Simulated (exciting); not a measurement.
# O K-edge absorption of TiO2 (Rutile), all-electron BSE, part 2 of 3

Wanted: the near-edge spectrum and the bound core excitons at the O K edge of TiO2 (Rutile).

exciting sodium; X-ray absorption, core-level Bethe-Salpeter equation, exchange and statically screened direct term, Tamm-Dancoff, all-electron LAPW+lo PBE.

So far. Step 3 (A richer basis for the empty states): Against the first ground state the total energy moves by -12 meV an atom and the gap by 0.00 eV.

## Step 4: Screening, kernels and BSE for O atom 3

The absorber has nearest neighbours 2 Ti at 1.95 Å and 1 Ti at 1.98 Å (site symmetry m2m).

Input file input.xml:

```
<input>
  <title>TiO2</title>
  <structure speciespath="." autormt="false" epslat="1.0e-5">
    <crystal>
      <basevect>8.6780003079 0.0000000000 0.0000000000</basevect>
      <basevect>0.0000000000 8.6780003079 0.0000000000</basevect>
      <basevect>0.0000000000 0.0000000000 5.5886760399</basevect>
    </crystal>
    <species speciesfile="Ti.xml" rmt="2.069">
      <atom coord="0.5000000000 0.5000000000 0.5000000000"/>
      <atom coord="0.0000000000 0.0000000000 0.0000000000"/>
    </species>
    <species speciesfile="O.xml" rmt="1.500">
      <atom coord="0.8049600000 0.1950400000 0.5000000000"/>
      <atom coord="0.6950400000 0.6950400000 0.0000000000"/>
      <atom coord="0.1950400000 0.8049600000 0.5000000000"/>
      <atom coord="0.3049600000 0.3049600000 0.0000000000"/>
    </species>
  </structure>
  <groundstate do="skip" xctype="GGA_PBE" ngridk="4 4 5" rgkmax="7" gmaxvr="14" nempty="8" swidth="0.001" maxscl="100" epsengy="1e-5"/>
  <xs xstype="BSE" ngridk="3 3 5" ngridq="3 3 5" vkloff="0.097 0.273 0.493" rgkmax="7" nempty="37" gqmax="3" lmaxapwwf="5" lmaxemat="2" broad="0.01654" tevout="true">
    <energywindow intv="18.166 19.783" points="439"/>
    <screening screentype="full" nempty="58"/>
    <BSE xas="true" xasspecies="2" xasatom="1" xasedge="K" bsetype="singlet" nstlxas="1 33"/>
    <qpointset>
      <qpoint>0 0 0</qpoint>
    </qpointset>
    <plan>
      <doonly task="xsgeneigvec"/>
      <doonly task="writepmatxs"/>
      <doonly task="scrgeneigvec"/>
      <doonly task="scrwritepmat"/>
      <doonly task="screen"/>
      <doonly task="scrcoulint"/>
      <doonly task="exccoulint"/>
    </plan>
  </xs>
</input>
```

Input file input.xml for the last start (plan only):

```
  <plan>
    <doonly task="bse"/>
  </plan>
```

The run is started by

```
> OMP_NUM_THREADS=1 mpirun -n 4 exciting
> OMP_NUM_THREADS=4 exciting
```

Numbers of over 12 decimals in the logs are rounded to 6 here.

Output:

```text
| EXCITING SODIUM started for task xsgeneigvec ( 301)                          =
One-shot GS runs for BSE calculations
One-shot GS runs for k+qmt/2 grids
Info(xsgeneigvec): Generating eigenvectors for Q-point      1
Info(xsgeneigvec): Generation of eigenvectors finished
| EXCITING SODIUM started for task writepmatxs ( 320)                          =
Info(writepmatxs): Momentum matrix elements finished
| EXCITING SODIUM started for task scrgeneigvec ( 401)                         =
One-shot GS runs for BSE calculations
One-shot GS runs for k+qmt/2 grids
Info(xsgeneigvec): Generating eigenvectors for Q-point      1
Using screening GS parameters.
Info(xsgeneigvec): Generation of eigenvectors finished
| EXCITING SODIUM started for task scrwritepmat ( 420)                         =
Info(writepmatxs): Momentum matrix elements finished
Info(scrwritepmat): Momentum matrix elements for screening finished
| EXCITING SODIUM started for task screen ( 430)                               =
Info(screenlauncher): Calculating screening for unshifted q-grid.
Info(screenlauncher): Number of q points:       9
Info(screenlauncher): lowest (partially)  unoccupied state:     25
Info(screenlauncher): highest (partially) occupied state  :     24
Info(screenlauncher): number of occupied states considered:   24
Info(screenlauncher): number of unoccupied states considered:   59
Info(screenlauncher): Starting loop over q-points
Info(screenlauncher): Screening for unshifted q-grid finished
Info(screenlauncher): Screening finished
| EXCITING SODIUM started for task scrcoulint ( 440)                           =
Info(scrcoulintlauncher): Setting up screened Coulomb interaction matrix W.
Info(scrcoulintlauncher): Using momentum transfer vectors from list :   1 to  1
Info(scrcoulintlauncher): Calculating screened Coulomb interaction matrix W
Info(scrcoulintlauncher): Momentum transfer list index: iqmt=  1
Info(scrcoulintlauncher): Momentum transfer: vqmtl=   0.000   0.000   0.000
Info(scrcoulintlauncher): Calculating RR block of W
Info(scrcoulint): Inspecting occupations...
Info(setranges_modxs): Number of non-reduced k-points:       45
Info(setranges_modxs): Number of states considered:       62
Info(setranges_modxs): Number of (partially) occupied states:        2
Info(setranges_modxs): Highest (partially) occupied states:       24
Info(setranges_modxs): Number of (partially) unoccupied states:       38
Info(setranges_modxs): Lowest (partially) unoccupied states:       25
Info(scrcoulint): Selecting transitions...
Info(select_transitions): Inspecting transitions in the  band interval:
  lowest occupied state:   1
  highest occupied state:   2
  lowest unoccupied state:  25
  highest unoccupied state:  57
  Opening gap with a scissor of:      0.000/H      0.000/eV
Info(select_transitions): Number of participating transitions:    2970
Info(scrcoulint): Size of file SCCLI will be about     0.067181 GB
Info(scrcoulint): Using q-grid
Info(scrcoulint): Number of reduced q-points:      9
Info(scrcoulint): Number of non-reduced q-points:     45
Info(scrcoulint): Calculating W(G1,G2,qr) fourier coefficients
Info(scrcoulint): Calculating W matrix elements
Info(scrcoulintlauncher): Screened coulomb interaction finished for iqmt=   1
| EXCITING SODIUM started for task exccoulint ( 441)                           =
Info(exccoulintlauncher): Setting up exchange interaction matrix V.
Info(exccoulintlauncher): Using momentum transfer vectors from list :   1 to  1
Info(exccoulintlauncher):Calculating exchange interaction matrix V
Info(exccoulintlauncher): Momentum transfer list index: iqmt=  1
Info(exccoulintlauncher): Momentum transfer: vqmtl=   0.000   0.000   0.000
Info(exccoulintlauncher): Calculating RR block of V
Info(exccoulint): Inspecting occupations...
Info(setranges_modxs): Number of non-reduced k-points:       45
Info(setranges_modxs): Number of states considered:       62
Info(setranges_modxs): Number of (partially) occupied states:        2
Info(setranges_modxs): Highest (partially) occupied states:       24
Info(setranges_modxs): Number of (partially) unoccupied states:       38
Info(setranges_modxs): Lowest (partially) unoccupied states:       25
Info(exccoulint): Selecting transitions...
Info(select_transitions): Inspecting transitions in the  band interval:
  lowest occupied state:   1
  highest occupied state:   2
  lowest unoccupied state:  25
  highest unoccupied state:  57
  Opening gap with a scissor of:      0.000/H      0.000/eV
Info(select_transitions): Number of participating transitions:    2970
Info(exccoulint): Size of file EXCLI will be about     0.067181 GB
Info(exccoulint): Generating plane wave matrix elements for momentum transfer iqmt=   1
  Timing (in seconds)	   :     248.780
Info(exccoulint): Generating V matrix elements
Info(exccoulint): Zeroing Coulomb potential at G+qmt index:  1
Info(exccoulintlauncher): Exchange interaction finished for iqmt=   1
| EXCITING SODIUM started for task bse ( 445)                                  =
Info(bselauncher): Init time:    0.482086
Info(bselauncher): Setting up and diagonalizing BSE Hamiltonian.
Info(bselauncher): Using momentum transfer vectors from list :   1 to  1
Info(bselauncher): Distributing qmt-points over   1 processes.
Info(bselauncher): BSE type: singlet
Info(bselauncher): Momentum transfer list index: iqmt=  1
Info(bselauncher): Momentum transfer: vqmtl=   0.000   0.000   0.000
Info(bse): Inspecting occupations...
Info(setranges_modxs): Number of non-reduced k-points:       45
Info(setranges_modxs): Number of states considered:       62
Info(setranges_modxs): Number of (partially) occupied states:        2
Info(setranges_modxs): Highest (partially) occupied states:       24
Info(setranges_modxs): Number of (partially) unoccupied states:       38
Info(setranges_modxs): Lowest (partially) unoccupied states:       25
Info(select_transitions): Inspecting transitions in the  band interval:
  lowest occupied state:   1
  highest occupied state:   2
  lowest unoccupied state:  25
  highest unoccupied state:  57
  Opening gap with a scissor of:      0.000/H      0.000/eV
Info(select_transitions): Number of participating transitions:    2970
Info(bse): Selecting transitions...
Info(bse):bsegap (eV):   506.403707
Info(bse): Assembling BSE matrix
  RR/RA blocks of global BSE-Hamiltonian:
  Size of the Hamiltonian:    2970
  Number of k-points:      45
  Distributing matrix to   1 processes
  Local matrix shape   2970 x  2970
Info(bse): max local RAM needed for BSE matrices ~     0.131442 GB
Info(setup_bse_block): Setting up RR part of hamiltonian
Info(setup_bse_block): Singlet spin state
Info(bse): Diagonalizing RR Hamiltonian (TDA)
Info(bse): Invoking Lapack routine ZHEEVR
      2970 eigen solutions found in the interval:
         i1=       1 i2=    2970
Info(bse): Writing excition energies and oscillator strengths to text file.
Info(makespectrum_dist): Making spectrum using formula for coupling with time reversed AR basis.
Info(makespectrum_dist): Using formalism for vanishing momentum transfer.
Info(writederived): Writing quantities derived from the macroscopic dielectric function.
Info(bselauncher): Spectrum finished for iqmt=  1
Info(bselauncher): All done for BSE type singlet
```

The job ended after 10 min (4 MPI ranks of Arm Neoverse V2, shared host).

Wall time by task: xsgeneigvec 12 s, writepmatxs 5.6 s, scrgeneigvec 12 s, scrwritepmat 4.3 s, screen 2.1 min, scrcoulint 3.1 min, exccoulint 4.2 min, bse 11 s.

The O K spectrum of O atom 3 (energy from the Kohn–Sham onset, core level to the lowest empty state found on the meshes used, 506.32 eV; the ground-state mesh sets it, and the shifted mesh has its lowest transition 0.09 eV above it; Im ε scaled to the maximum of the singlet run; cut below the end of the band set):

| E (eV) | isotropic | ε ⊥ c | ε ∥ c |
| --- | --- | --- | --- |
| -4.5 | 0.02 | 0.02 | 0.02 |
| -4.0 | 0.03 | 0.03 | 0.02 |
| -3.5 | 0.03 | 0.04 | 0.03 |
| -3.0 | 0.04 | 0.05 | 0.03 |
| -2.5 | 0.06 | 0.07 | 0.05 |
| -2.0 | 0.09 | 0.11 | 0.07 |
| -1.5 | 0.17 | 0.19 | 0.11 |
| -1.0 | 0.38 | 0.45 | 0.23 |
| -0.5 | 0.87 | 1.01 | 0.59 |
| 0.0 | 0.87 | 0.98 | 0.66 |
| 0.5 | 0.56 | 0.60 | 0.47 |
| 1.0 | 0.38 | 0.40 | 0.34 |
| 1.5 | 0.33 | 0.30 | 0.38 |
| 2.0 | 0.50 | 0.38 | 0.75 |
| 2.5 | 0.83 | 0.71 | 1.07 |
| 3.0 | 0.64 | 0.59 | 0.75 |
| 3.5 | 0.44 | 0.40 | 0.51 |
| 4.0 | 0.28 | 0.28 | 0.29 |
| 4.5 | 0.19 | 0.19 | 0.17 |
| 5.0 | 0.12 | 0.12 | 0.11 |
| 5.5 | 0.08 | 0.08 | 0.09 |
| 6.0 | 0.08 | 0.08 | 0.09 |
| 6.5 | 0.10 | 0.10 | 0.10 |
| 7.0 | 0.14 | 0.15 | 0.13 |
| 7.5 | 0.22 | 0.23 | 0.20 |
| 8.0 | 0.28 | 0.26 | 0.32 |
| 8.5 | 0.39 | 0.40 | 0.38 |
| 9.0 | 0.40 | 0.39 | 0.40 |
| 9.5 | 0.38 | 0.33 | 0.47 |
| 10.0 | 0.39 | 0.32 | 0.51 |
| 10.5 | 0.36 | 0.34 | 0.40 |
| 11.0 | 0.37 | 0.34 | 0.42 |
| 11.5 | 0.50 | 0.45 | 0.59 |
| 12.0 | 0.57 | 0.53 | 0.65 |
| 12.5 | 0.50 | 0.49 | 0.53 |
| 13.0 | 0.44 | 0.46 | 0.42 |
| 13.5 | 0.39 | 0.43 | 0.31 |
| 14.0 | 0.35 | 0.41 | 0.25 |
| 14.5 | 0.36 | 0.40 | 0.28 |
| 15.0 | 0.42 | 0.47 | 0.33 |
| 15.5 | 0.33 | 0.37 | 0.25 |
| 16.0 | 0.23 | 0.25 | 0.19 |
| 16.5 | 0.19 | 0.21 | 0.15 |
| 17.0 | 0.16 | 0.17 | 0.12 |
| 17.5 | 0.13 | 0.14 | 0.11 |
| 18.0 | 0.11 | 0.12 | 0.10 |
| 18.5 | 0.10 | 0.10 | 0.09 |
| 19.0 | 0.11 | 0.11 | 0.10 |
| 19.5 | 0.12 | 0.12 | 0.13 |
| 20.0 | 0.15 | 0.13 | 0.19 |
| 20.5 | 0.19 | 0.15 | 0.26 |
| 21.0 | 0.16 | 0.15 | 0.20 |
| 21.5 | 0.15 | 0.16 | 0.13 |
| 22.0 | 0.16 | 0.18 | 0.11 |
| 22.5 | 0.19 | 0.23 | 0.12 |
| 23.0 | 0.23 | 0.28 | 0.13 |
| 23.5 | 0.23 | 0.27 | 0.13 |
| 24.0 | 0.21 | 0.24 | 0.15 |
| 24.5 | 0.17 | 0.18 | 0.14 |

Maxima (height): -0.3 eV (1.00), 2.5 eV (0.84), 8.7 eV (0.41), 9.9 eV (0.39), 12.0 eV (0.57), 15.0 eV (0.42) and 23.2 eV (0.23); 1 lower ones aren't listed.

The Hamiltonian has 2970 rows. The lowest groups of eigenvalues and the brightest ones, on the scale above (the program counts from the shifted mesh's onset, 0.09 eV higher). Core spinors bring spin-forbidden partners, so dark means forbidden by spin or by symmetry, and the shifted mesh splits states that symmetry would keep together:

| energy (eV) | states within 10 meV | relative strength |
| --- | --- | --- |
| -0.640 | 1 | dark |
| -0.628 | 1 | 0.48 |
| -0.495 | 2 | 0.34 |
| -0.483 | 2 | 0.0019 |
| -0.320 | 2 | dark |
| -0.309 | 1 | 0.47 |
| -0.287 | 1 | 1.00 |
| 2.313 | 1 | 0.80 |
| 2.565 | 1 | 0.90 |
| 8.583 | 2 | 0.29 |

## Step 5: Independent particles

Edit input.xml of step 4 so:

```diff
@@ -23,3 +23,3 @@
     <screening screentype="full" nempty="58"/>
-    <BSE xas="true" xasspecies="2" xasatom="1" xasedge="K" bsetype="singlet" nstlxas="1 33"/>
+    <BSE xas="true" xasspecies="2" xasatom="1" xasedge="K" bsetype="IP" nstlxas="1 33"/>
     <qpointset>
@@ -28,9 +28,3 @@
     <plan>
-      <doonly task="xsgeneigvec"/>
-      <doonly task="writepmatxs"/>
-      <doonly task="scrgeneigvec"/>
-      <doonly task="scrwritepmat"/>
-      <doonly task="screen"/>
-      <doonly task="scrcoulint"/>
-      <doonly task="exccoulint"/>
+      <doonly task="bse"/>
     </plan>
```

The run is started by

```
> OMP_NUM_THREADS=4 exciting
```

Output:

```text
| EXCITING SODIUM started for task bse ( 445)                                  =
Info(bselauncher): Init time:    0.484237
Info(bselauncher): Setting up and diagonalizing BSE Hamiltonian.
Info(bselauncher): Using momentum transfer vectors from list :   1 to  1
Info(bselauncher): Distributing qmt-points over   1 processes.
Info(bselauncher): BSE type: IP
Info(bselauncher): Momentum transfer list index: iqmt=  1
Info(bselauncher): Momentum transfer: vqmtl=   0.000   0.000   0.000
Info(bse): Inspecting occupations...
Info(setranges_modxs): Number of non-reduced k-points:       45
[...]
highest unoccupied state:  57
  Opening gap with a scissor of:      0.000/H      0.000/eV
Info(select_transitions): Number of participating transitions:    2970
Info(bse): Selecting transitions...
Info(bse):bsegap (eV):   506.403707
Info(bse): IP requested, nothing much to do
Info(bse): Writing excition energies and oscillator strengths to text file.
Info(makespectrum_dist): Making spectrum using formula for coupling with time reversed AR basis.
Info(makespectrum_dist): Using formalism for vanishing momentum transfer.
Info(writederived): Writing quantities derived from the macroscopic dielectric function.
Info(bselauncher): Spectrum finished for iqmt=  1
Info(bselauncher): All done for BSE type IP
```

The job ended after 1.5 s (4 threads).

Maxima (height): 1.4 eV (0.57), 4.5 eV (0.69), 10.5 eV (0.33), 13.5 eV (0.57) and 16.2 eV (0.60); 1 lower ones aren't listed. The spectrum differs from the singlet run by 65 % r.m.s. Moving the earlier curve by +1.6 eV leaves 27 %. The highest maximum lies at 4.5 eV (0.69), against -0.3 eV (1.00).

## Step 6: Exchange alone

Edit input.xml of step 5 so:

```diff
@@ -23,3 +23,3 @@
     <screening screentype="full" nempty="58"/>
-    <BSE xas="true" xasspecies="2" xasatom="1" xasedge="K" bsetype="IP" nstlxas="1 33"/>
+    <BSE xas="true" xasspecies="2" xasatom="1" xasedge="K" bsetype="RPA" nstlxas="1 33"/>
     <qpointset>
```

The run is started by

```
> OMP_NUM_THREADS=4 exciting
```

Output:

```text
| EXCITING SODIUM started for task bse ( 445)                                  =
Info(bselauncher): Init time:    0.483900
Info(bselauncher): Setting up and diagonalizing BSE Hamiltonian.
Info(bselauncher): Using momentum transfer vectors from list :   1 to  1
Info(bselauncher): Distributing qmt-points over   1 processes.
Info(bselauncher): BSE type: RPA
Info(bselauncher): Momentum transfer list index: iqmt=  1
Info(bselauncher): Momentum transfer: vqmtl=   0.000   0.000   0.000
Info(bse): Inspecting occupations...
Info(setranges_modxs): Number of non-reduced k-points:       45
[...]
Info(setup_bse_block): Setting up RR part of hamiltonian
Info(setup_bse_block): Using RPA approximation
Info(bse): Diagonalizing RR Hamiltonian (TDA)
Info(bse): Invoking Lapack routine ZHEEVR
      2970 eigen solutions found in the interval:
         i1=       1 i2=    2970
Info(bse): Writing excition energies and oscillator strengths to text file.
Info(makespectrum_dist): Making spectrum using formula for coupling with time reversed AR basis.
Info(makespectrum_dist): Using formalism for vanishing momentum transfer.
Info(writederived): Writing quantities derived from the macroscopic dielectric function.
Info(bselauncher): Spectrum finished for iqmt=  1
Info(bselauncher): All done for BSE type RPA
```

Wall time 12 s (4 threads).

Maxima (height): 1.4 eV (0.55), 4.5 eV (0.68), 10.6 eV (0.32), 13.5 eV (0.57) and 16.2 eV (0.61); 1 lower ones aren't listed. The spectrum differs from the independent-particle run by 3 % r.m.s.

## Step 7: Direct term alone

Edit input.xml of step 6 so:

```diff
@@ -23,3 +23,3 @@
     <screening screentype="full" nempty="58"/>
-    <BSE xas="true" xasspecies="2" xasatom="1" xasedge="K" bsetype="RPA" nstlxas="1 33"/>
+    <BSE xas="true" xasspecies="2" xasatom="1" xasedge="K" bsetype="triplet" nstlxas="1 33"/>
     <qpointset>
```

The run is started by

```
> OMP_NUM_THREADS=4 exciting
```

Output:

```text
| EXCITING SODIUM started for task bse ( 445)                                  =
Info(bselauncher): Init time:    0.484051
Info(bselauncher): Setting up and diagonalizing BSE Hamiltonian.
Info(bselauncher): Using momentum transfer vectors from list :   1 to  1
Info(bselauncher): Distributing qmt-points over   1 processes.
Info(bselauncher): BSE type: triplet
Info(bselauncher): Momentum transfer list index: iqmt=  1
Info(bselauncher): Momentum transfer: vqmtl=   0.000   0.000   0.000
Info(bse): Inspecting occupations...
[...]
Info(setup_bse_block): Setting up RR part of hamiltonian
Info(setup_bse_block): Triplet spin state
Info(bse): Diagonalizing RR Hamiltonian (TDA)
Info(bse): Invoking Lapack routine ZHEEVR
      2970 eigen solutions found in the interval:
         i1=       1 i2=    2970
Info(bse): Writing excition energies and oscillator strengths to text file.
Info(makespectrum_dist): Making spectrum using formula for coupling with time reversed AR basis.
Info(makespectrum_dist): Using formalism for vanishing momentum transfer.
Info(writederived): Writing quantities derived from the macroscopic dielectric function.
Info(bselauncher): Spectrum finished for iqmt=  1
Info(bselauncher): All done for BSE type triplet
```

It took 12 s on 4 threads.

Maxima (height): -0.3 eV (1.03), 2.4 eV (0.85), 8.7 eV (0.42), 11.9 eV (0.56) and 15.0 eV (0.41); 3 lower ones aren't listed. The spectrum differs from the singlet run by 4 % r.m.s.

## Step 8: Broadening

Changed against the first singlet run: half width (eV) from 0.45 to 1.35.

Edit input.xml of step 7 so:

```diff
@@ -20,6 +20,6 @@
   <groundstate do="skip" xctype="GGA_PBE" ngridk="4 4 5" rgkmax="7" gmaxvr="14" nempty="8" swidth="0.001" maxscl="100" epsengy="1e-5"/>
-  <xs xstype="BSE" ngridk="3 3 5" ngridq="3 3 5" vkloff="0.097 0.273 0.493" rgkmax="7" nempty="37" gqmax="3" lmaxapwwf="5" lmaxemat="2" broad="0.01654" tevout="true">
+  <xs xstype="BSE" ngridk="3 3 5" ngridq="3 3 5" vkloff="0.097 0.273 0.493" rgkmax="7" nempty="37" gqmax="3" lmaxapwwf="5" lmaxemat="2" broad="0.04961" tevout="true">
     <energywindow intv="18.166 19.783" points="439"/>
     <screening screentype="full" nempty="58"/>
-    <BSE xas="true" xasspecies="2" xasatom="1" xasedge="K" bsetype="triplet" nstlxas="1 33"/>
+    <BSE xas="true" xasspecies="2" xasatom="1" xasedge="K" bsetype="singlet" nstlxas="1 33"/>
     <qpointset>
```

The run is started by

```
> OMP_NUM_THREADS=4 exciting
```

Output:

```text
| EXCITING SODIUM started for task bse ( 445)                                  =
Info(bselauncher): Init time:    0.482207
Info(bselauncher): Setting up and diagonalizing BSE Hamiltonian.
Info(bselauncher): Using momentum transfer vectors from list :   1 to  1
Info(bselauncher): Distributing qmt-points over   1 processes.
Info(bselauncher): BSE type: singlet
Info(bselauncher): Momentum transfer list index: iqmt=  1
Info(bselauncher): Momentum transfer: vqmtl=   0.000   0.000   0.000
Info(bse): Inspecting occupations...
[...]
Info(setup_bse_block): Setting up RR part of hamiltonian
Info(setup_bse_block): Singlet spin state
Info(bse): Diagonalizing RR Hamiltonian (TDA)
Info(bse): Invoking Lapack routine ZHEEVR
      2970 eigen solutions found in the interval:
         i1=       1 i2=    2970
Info(bse): Writing excition energies and oscillator strengths to text file.
Info(makespectrum_dist): Making spectrum using formula for coupling with time reversed AR basis.
Info(makespectrum_dist): Using formalism for vanishing momentum transfer.
Info(writederived): Writing quantities derived from the macroscopic dielectric function.
Info(bselauncher): Spectrum finished for iqmt=  1
Info(bselauncher): All done for BSE type singlet
```

Wall time 12 s (4 threads).

The spectrum differs from the singlet run by 31 % r.m.s. The highest maximum lies at 0.0 eV (0.50), against -0.3 eV (1.00). Only the width of each line changes; the area stays. A table step wider than the lines misses their tops.

| E (eV) | first run | this run |
| --- | --- | --- |
| -11.0 | 0.00 | 0.01 |
| -10.0 | 0.01 | 0.02 |
| -9.0 | 0.01 | 0.02 |
| -8.0 | 0.01 | 0.02 |
| -7.0 | 0.01 | 0.03 |
| -6.0 | 0.01 | 0.04 |
| -5.0 | 0.02 | 0.05 |
| -4.0 | 0.03 | 0.07 |
| -3.0 | 0.04 | 0.11 |
| -2.0 | 0.09 | 0.20 |
| -1.0 | 0.38 | 0.37 |
| 0.0 | 0.87 | 0.50 |
| 1.0 | 0.38 | 0.44 |
| 2.0 | 0.50 | 0.46 |
| 3.0 | 0.64 | 0.45 |
| 4.0 | 0.28 | 0.32 |
| 5.0 | 0.12 | 0.22 |
| 6.0 | 0.08 | 0.18 |
| 7.0 | 0.14 | 0.21 |
| 8.0 | 0.28 | 0.28 |
| 9.0 | 0.40 | 0.33 |
| 10.0 | 0.39 | 0.35 |
| 11.0 | 0.37 | 0.38 |
| 12.0 | 0.57 | 0.42 |
| 13.0 | 0.44 | 0.39 |
| 14.0 | 0.35 | 0.35 |
| 15.0 | 0.42 | 0.32 |
| 16.0 | 0.23 | 0.25 |
| 17.0 | 0.16 | 0.19 |
| 18.0 | 0.11 | 0.15 |
| 19.0 | 0.11 | 0.14 |
| 20.0 | 0.15 | 0.15 |
| 21.0 | 0.16 | 0.16 |
| 22.0 | 0.16 | 0.17 |
| 23.0 | 0.23 | 0.18 |
| 24.0 | 0.21 | 0.17 |

(Part 2 of 3 ends here.)

[Banner, clock and machine lines of the logs are left out without a mark of their own.]

[Logs are printed without paths, hosts, clocks, repeated set-up lines and the standing remarks that a program may print on its own settings, such as how far it seeks lower states.]

[Hosts, paths, dates, database ids (printed as entryN), source tags and the programs' standing remarks are cut or masked in the printed files.]
